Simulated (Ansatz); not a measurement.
Rb2H2SO (Pm): refractive index against wavelength

The refractive index of Rb2H2SO (Pm) along x below the direct gap (2.91 eV on the mesh) is read from one computed spectrum, n = √(Re ε). x, y and z are the Cartesian axes of the input cell.

The structure is monoclinic, space group Pm (No. 6). Conventional cell: a = 4.376 Å, b = 4.659 Å, c = 7.167 Å, α = 90.00°, β = 99.28°, γ = 90.00°. Rb on site b has 1 O at 2.65 Å as nearest neighbours. Around Rb on site a lie 4 O at 3.10 to 3.31 Å and 6 H at 3.24 to 3.38 Å and 1 S at 3.48 Å. S on site a is surrounded by 1 H at 1.35 Å. O on site b has 1 H at 0.97 Å as nearest neighbours. Around H on site b lie 1 O at 0.97 Å. Around H on site a lie 1 S at 1.35 Å.

Method: Ansatz 0.2.0, PBE, independent particles, k-mesh 6×6×4 with interpolation inside its cells, Gaussian parameter 0.1 eV.

Launch of the response step: `ansatz run input.yaml --threads 2 --pin off --max-ram 5120MiB --backend cpu --events-out ev --progress --plain --runs-dir out`. The run took 1.8 min, on 2 threads of Intel(R) Xeon(R) Platinum 8488C (Sapphire Rapids), on a shared host.

| wavelength (nm) | photon energy E (eV) | n |
| --- | --- | --- |
| 2000 | 0.620 | 1.6809 |
| 1550 | 0.800 | 1.6836 |
| 1310 | 0.946 | 1.6864 |
| 1064 | 1.165 | 1.6915 |
| 850 | 1.459 | 1.7006 |
| 700 | 1.771 | 1.7134 |
| 633 | 1.959 | ? |

In the single-oscillator model n² − 1 = E₀E_d/(E₀² − E²), so 1/(n² − 1) = E₀/E_d − E²/(E₀E_d) is linear in E².

Working, on the rows shown:

| x = E² (eV²) | y = 1/(n² − 1) |
| --- | --- |
| 0.384302 | 0.547818 |
| 0.639837 | 0.545105 |
| 0.895757 | 0.542316 |
| 1.35784 | 0.537296 |
| 2.12762 | 0.52853 |
| 3.13716 | 0.516598 |

Means: x̄ = 1.4238, ȳ = 0.53628. Σ(x − x̄)(y − ȳ) = -0.06134, Σ(x − x̄)² = 5.409. Slope = -0.06134 / 5.409 = -0.01134; intercept = ȳ − slope · x̄ = 0.55242. Turned back into n, the line misses the rows shown by at most 0.00028.

Q: Predict the last column of the withheld row from the fit.

A: At x = 3.8364 the line gives y = 0.50892, that is 1.7219. The run gave 1.7229, so the extrapolation is off by 0.001, 2 % of the range in the table.

Refitted with all rows, the slope is -0.01152 and the intercept 0.55261. These give E₀ = √(intercept/−slope) = 6.93 eV and E_d = E₀/intercept = 12.5 eV; E₀ is 2.4 times the direct gap. The electronic limit at long wavelengths, without lattice vibrations, is n = √(1 + 1/intercept) = 1.676. The structure is a model and need not exist. Excitons are left out and so are local fields; PBE gaps are as a rule too small. Spin-orbit coupling is left out.
